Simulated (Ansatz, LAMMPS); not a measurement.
# Glassy 73GeO2-27Al2O3 (mol %) (117 atoms) under strain, part 3 of 3

Aim: relax glassy 73GeO2-27Al2O3 (mol %) (117 atoms), then change its volume and shape to read moduli from the stress.

Ansatz 0.2.0; Kohn-Sham DFT, RPBE, PAW (set soft_2), plane waves.

The cell: 24 Ge, 18 Al and 75 O. The quench rate of 10 K/ps far exceeds what a furnace or splat quench reaches. The starting topology of bonds comes from the classical model. Sampling is at Γ alone.

So far. Step 10 (Stretched by 1 % along x): The relaxation converged after 3 steps, 0.0713 eV below its start, with a largest force component of 0.041 eV/Å. Step 10 (Stretched by 1 % along x): Stretched by 1 % along x: the energy stands 0.0584 eV above that of the reference, at a pressure of -0.680 GPa.

## Step 11: Compressed by 1 % along x

The relaxed cell is strained along x alone, which gives the stiffness along x and its coupling to y and z.

Contents of input.yaml:

```yaml
crystal:
  lattice:
    - [11.80237, -0.18827, 0.1275]
    - [-0.18639, 11.97257, 0.07086]
    - [0.12622, 0.07086, 11.85144]
  atoms:
    [... the 117 atom lines of step 4 ...]
kpoints:
  mp_grid: { grid: [1, 1, 1] }
hamiltonian:
  xc: rpbe
scf:
  occupations: { method: gaussian, width: 0.05 }
output:
  forces: true
  eigenvalues: true
  stress: true
relax:
  f_tol: 0.05
  max_steps: 70
```

Launch:

```console
$ ansatz run input.yaml --threads 4 --pin off --max-ram 8192MiB --backend cpu --events-out ev --progress --plain --runs-dir out
```

Numbers of over 12 decimals in the logs are rounded to 6 here.

What it wrote:

```text
[...]
Crystal: 117 atoms, lattice volume = 1673.993 Å³
Basis set: ecut = 420 eV, 32703 PW (Γ), exchange–correlation on 160×162×160 points (8 copies of the dense FFT grid, shifted against one another)
Bands: 537, of which v1, the nominal top of the filled ones, is band 420 counted from 1 (419 counted from 0)
Symmetry: 1 space group operations
[...]
k-points: 1
[...]
SCF iter   1: F=—  HF=-155683.545020 eV  |F-HF|=—  |Δ(HF+E_count)|=         —  Δρ=4.63e-3  dr2=3.53e-1  ethr=1.77e-3  ⟨swp⟩=6.0  Hψ=2264  notcnv=0  defer=10
[...]
SCF iter   6: F=—  HF=-155683.485860 eV  |F-HF|=—  |Δ(HF+E_count)|=   2.71e-4  Δρ=5.26e-5  dr2=4.21e-5  ethr=2.72e-8  ⟨swp⟩=2.0  Hψ=738  notcnv=0  defer=109
SCF iter   7: F=-155683.485884 eV  HF=-155683.485878 eV  |F-HF|=5.44e-6  |Δ(HF+E_count)|=   1.83e-5  Δρ=1.62e-5  dr2=4.86e-6  ethr=5.01e-9  ⟨swp⟩=10.0  Hψ=2396  notcnv=0
SCF 1 converged in 7 iterations: F = -155683.485884 eV  dr2 = 4.86e-6
[...]
relax step   1: F+E_penalty+E_count = -155683.48588387 eV  Δ(F+E_penalty+E_count) = +0.000e0 eV  max|allowed force component| = 3.868e-1 eV/Å  Δτ_max = 0.0000 Å  (7 SCF iters, dr2 threshold 6.25e-5 eV, accepted)
[...]
relax step   2: F+E_penalty+E_count = -155683.53804539 eV  Δ(F+E_penalty+E_count) = -5.216e-2 eV  max|allowed force component| = 1.910e-1 eV/Å  Δτ_max = 0.0235 Å  (6 SCF iters, dr2 threshold 9.35e-6 eV, accepted)
[...]
relax step   3: F+E_penalty+E_count = -155683.56230441 eV  Δ(F+E_penalty+E_count) = -2.426e-2 eV  max|allowed force component| = 4.297e-2 eV/Å  Δτ_max = 0.0230 Å  (9 SCF iters, accepted)
SCF converged after 9 iterations
Free energy (F): -155683.562304 eV
[...]
Internal energy: -155683.562304 eV  (E = F + TS)
E sigma→0 (E₀):  -155683.562304 eV
Fermi energy:    4.750109 eV
[...]
Σ components = -155683.562304   (vs F -155683.562304, Δ=0.00e0)
--- Forces (eV/Å), atoms counted from 1 ---
  atom   1  Ge    -0.00606392     0.00462891    -0.00099227
  atom   2  Ge    -0.00142516    -0.01289627    -0.01015213
  atom   3  Ge    -0.00549858     0.00729646     0.00891792
  atom   4  Ge    -0.00447306     0.00304464    -0.01867710
[...]
atom 117  O      0.01523694    -0.01293897     0.00022112
  max |Σ_I F_I| component: 5.65e-5 eV/Å
--- Stress (GPa, compression-positive) ---
        1.146194      -0.034468       0.076926
       -0.034474       0.472018       0.038945
        0.076919       0.038953       0.506124
  P = ⅓ Tr σ = 0.7081 GPa (7.081 kbar)
--- Band table (eV) ---
[...]
--- Relaxed structure (3 steps of the walk, 3 accepted, 0 SCFs on fresh bases) ---
  F+E_penalty+E_count = -155683.56230441 eV   max|allowed force component| = 4.297e-2 eV/Å
  atoms:
    - { symbol: Ge, position: [0.801145, 0.577541, 0.311650] }
    - { symbol: Ge, position: [0.296514, 0.955595, 0.994606] }
    - { symbol: Ge, position: [0.922027, 0.160985, 0.431609] }
    - { symbol: Ge, position: [0.403519, 0.508642, 0.353065] }
[...]
- { symbol: O, position: [0.336559, 0.933218, 0.136572] }
```

It took 31 s on 4 threads of AMD EPYC 9R45, shared host; peak memory 2.6 GiB.

The relaxation converged after 3 steps, 0.0764 eV below its start, with a largest force component of 0.043 eV/Å.

Compressed by 1 % along x: the energy stands 0.0526 eV above that of the reference, at a pressure of 0.708 GPa.

## Step 12: Sheared by 2 % in xy

A shear of the relaxed cell gives the modulus that volume changes can't reach.

input.yaml, the sections that differ from step 11:

```yaml
crystal:
  lattice:
    - [11.91971, -0.06905, 0.1275]
    - [-0.06854, 11.97069, 0.07086]
    - [0.12821, 0.07214, 11.85144]
  atoms:
    [... the 117 atom lines of step 4 ...]
# kpoints, hamiltonian, scf, output, relax: as in step 11
```

What it wrote:

```text
[...]
Crystal: 117 atoms, lattice volume = 1690.734 Å³
Basis set: ecut = 420 eV, 32977 PW (Γ), exchange–correlation on 160×162×160 points (8 copies of the dense FFT grid, shifted against one another)
Bands: 537, of which v1, the nominal top of the filled ones, is band 420 counted from 1 (419 counted from 0)
Symmetry: 1 space group operations
[...]
k-points: 1
[...]
SCF iter   1: F=—  HF=-155683.472751 eV  |F-HF|=—  |Δ(HF+E_count)|=         —  Δρ=4.68e-3  dr2=3.60e-1  ethr=1.77e-3  ⟨swp⟩=6.0  Hψ=2012  notcnv=0  defer=97
[...]
SCF iter   6: F=—  HF=-155683.398631 eV  |F-HF|=—  |Δ(HF+E_count)|=   2.80e-4  Δρ=4.92e-5  dr2=3.72e-5  ethr=2.82e-8  ⟨swp⟩=2.0  Hψ=734  notcnv=0  defer=110
SCF iter   7: F=-155683.398654 eV  HF=-155683.398650 eV  |F-HF|=3.98e-6  |Δ(HF+E_count)|=   1.87e-5  Δρ=1.86e-5  dr2=6.12e-6  ethr=4.43e-9  ⟨swp⟩=11.0  Hψ=2511  notcnv=0
SCF 1 converged in 7 iterations: F = -155683.398654 eV  dr2 = 6.12e-6
[...]
relax step   1: F+E_penalty+E_count = -155683.39865370 eV  Δ(F+E_penalty+E_count) = +0.000e0 eV  max|allowed force component| = 4.901e-1 eV/Å  Δτ_max = 0.0000 Å  (7 SCF iters, dr2 threshold 6.25e-5 eV, accepted)
[...]
relax step   2: F+E_penalty+E_count = -155683.49711073 eV  Δ(F+E_penalty+E_count) = -9.846e-2 eV  max|allowed force component| = 2.933e-1 eV/Å  Δτ_max = 0.0275 Å  (6 SCF iters, dr2 threshold 1.50e-5 eV, accepted)
[...]
relax step   3: F+E_penalty+E_count = -155683.53271746 eV  Δ(F+E_penalty+E_count) = -3.561e-2 eV  max|allowed force component| = 6.555e-2 eV/Å  Δτ_max = 0.0188 Å  (6 SCF iters, dr2 threshold 5.38e-6 eV, accepted)
relax step   4: F+E_penalty+E_count = -155683.51240347 eV  Δ(F+E_penalty+E_count) = +2.031e-2 eV  max|allowed force component| = 1.889e-1 eV/Å  Δτ_max = 0.2000 Å  (9 SCF iters, rejected (line search))
[...]
relax step   5: F+E_penalty+E_count = -155683.53822105 eV  Δ(F+E_penalty+E_count) = -5.504e-3 eV  max|allowed force component| = 4.010e-2 eV/Å  Δτ_max = 0.0705 Å  (9 SCF iters, accepted)
SCF converged after 9 iterations
Free energy (F): -155683.538221 eV
[...]
Internal energy: -155683.538221 eV  (E = F + TS)
E sigma→0 (E₀):  -155683.538221 eV
Fermi energy:    4.615028 eV
[...]
Σ components = -155683.538221   (vs F -155683.538221, Δ=0.00e0)
--- Forces (eV/Å), atoms counted from 1 ---
  atom   1  Ge    -0.01255638    -0.00367649     0.01005584
  atom   2  Ge     0.00124706    -0.00298695    -0.00385264
  atom   3  Ge    -0.00273261     0.00607347    -0.00207018
  atom   4  Ge     0.01123815    -0.00415826     0.00599431
[...]
atom 117  O      0.00513425    -0.00534132     0.00322889
  max |Σ_I F_I| component: 1.27e-4 eV/Å
--- Stress (GPa, compression-positive) ---
        0.045981      -0.666594       0.007105
       -0.666601       0.027022      -0.014681
        0.007098      -0.014674      -0.000407
  P = ⅓ Tr σ = 0.0242 GPa (0.242 kbar)
--- Band table (eV) ---
[...]
--- Relaxed structure (5 steps of the walk, 4 accepted, 0 SCFs on fresh bases) ---
  F+E_penalty+E_count = -155683.53822105 eV   max|allowed force component| = 4.010e-2 eV/Å
  atoms:
    - { symbol: Ge, position: [0.801455, 0.578630, 0.310290] }
    - { symbol: Ge, position: [0.293192, 0.953332, 0.995143] }
    - { symbol: Ge, position: [0.922671, 0.161795, 0.432024] }
    - { symbol: Ge, position: [0.403959, 0.508102, 0.352481] }
[...]
- { symbol: O, position: [0.333464, 0.930152, 0.136923] }
```

The job ended after 52 s (4 threads; peak memory 2.6 GiB; 3.2 min of CPU time).

The relaxation converged after 5 steps, 0.140 eV below its start, with a largest force component of 0.040 eV/Å.

Sheared by 2 % in xy: the energy stands 0.0767 eV above that of the reference, at a pressure of 0.0242 GPa.

## Step 13: Pressure against volume

Atoms are relaxed at each volume, in the scaled cell.

```csv
volume change (%),volume (Å³/atom),energy change (meV/atom),pressure (GPa),largest move on relaxing (Å),bonds,gap (eV)
-10,13.007,24.28,5.78,0.69,177,2.41
-6,13.585,7.96,3.28,0.75,174,2.45
-3,14.019,2.18,1.72,0.20,173,2.44
+0,14.452,0.00,0.00,-,173,2.34
+3,14.886,2.25,-1.67,0.20,173,2.20
+6,15.319,8.91,-3.32,0.37,173,2.04
```

## Step 14: Uniaxial strain and shear

Stress (GPa, compression positive) less that of the relaxed cell, atoms relaxed:

```csv
strain,xx,yy,zz,xy,energy change (meV/atom)
stretched by 1 % along x,-1.117,-0.456,-0.483,0.029,0.50
compressed by 1 % along x,1.143,0.469,0.498,-0.021,0.45
sheared by 2 % in xy,0.043,0.024,-0.009,-0.653,0.66
```

## Step 15: Findings

The bulk modulus, from the slope of pressure against ln V over the three points nearest the relaxed volume, is 56.5 GPa; between neighbouring points the slope runs 57, 50, 56, 57 and 57 GPa from the smallest volume up, without a steady fall, so no pressure derivative is given. The count of bonds runs from 173 to 177 over the series, so at some points contacts cross the cutoffs. At -10 % and -6 % some atom moved by over 0.5 Å on relaxing, so those points may sit in another local minimum. The gap goes from 2.41 eV at the smallest volume to 2.04 eV at the largest, -2.3 eV per unit of ln V by a straight line, not monotonically (lowest 2.04, highest 2.45 eV), on the run's k-points. In the Cartesian axes of the cell, finite differences give C11 = 113, C12 = 46.3, C13 = 49.0 and C66 = 32.7 GPa (the shear of 2 % is the engineering strain, εxy = 0.01). The mean of C11, C12 and C13, which equals the bulk modulus in a cubic or isotropic solid, is 69.4 GPa: it lies 23 % over the bulk modulus from the volumes. For an isotropic solid C66 would equal (C11 − C12)/2 = 33.4 GPa; so small a sample needn't be isotropic, and C66 rests on one shear. With the bulk modulus and C66 as K and G, Young's modulus would be about 82 GPa and Poisson's ratio 0.26.

**Limits.** Strains are finite and relaxations stop at the force tolerance of the input, which can leave moduli too stiff; they are those of a static cell at zero temperature. Volumes are changed with the cell's shape held, so in an anisotropic solid the modulus lies over the one under free hydrostatic load. The program notes that the SCF threshold of the relaxations is loose for the stress.

The DFT runs together took 15 min of wall time.

[Logs are printed without paths, hosts, clocks, repeated set-up lines and the standing remarks that a program may print on its own settings, such as how far it seeks lower states.]

[Hosts, paths, dates, database ids (printed as entryN), source tags and the programs' standing remarks are cut or masked in the printed files.]
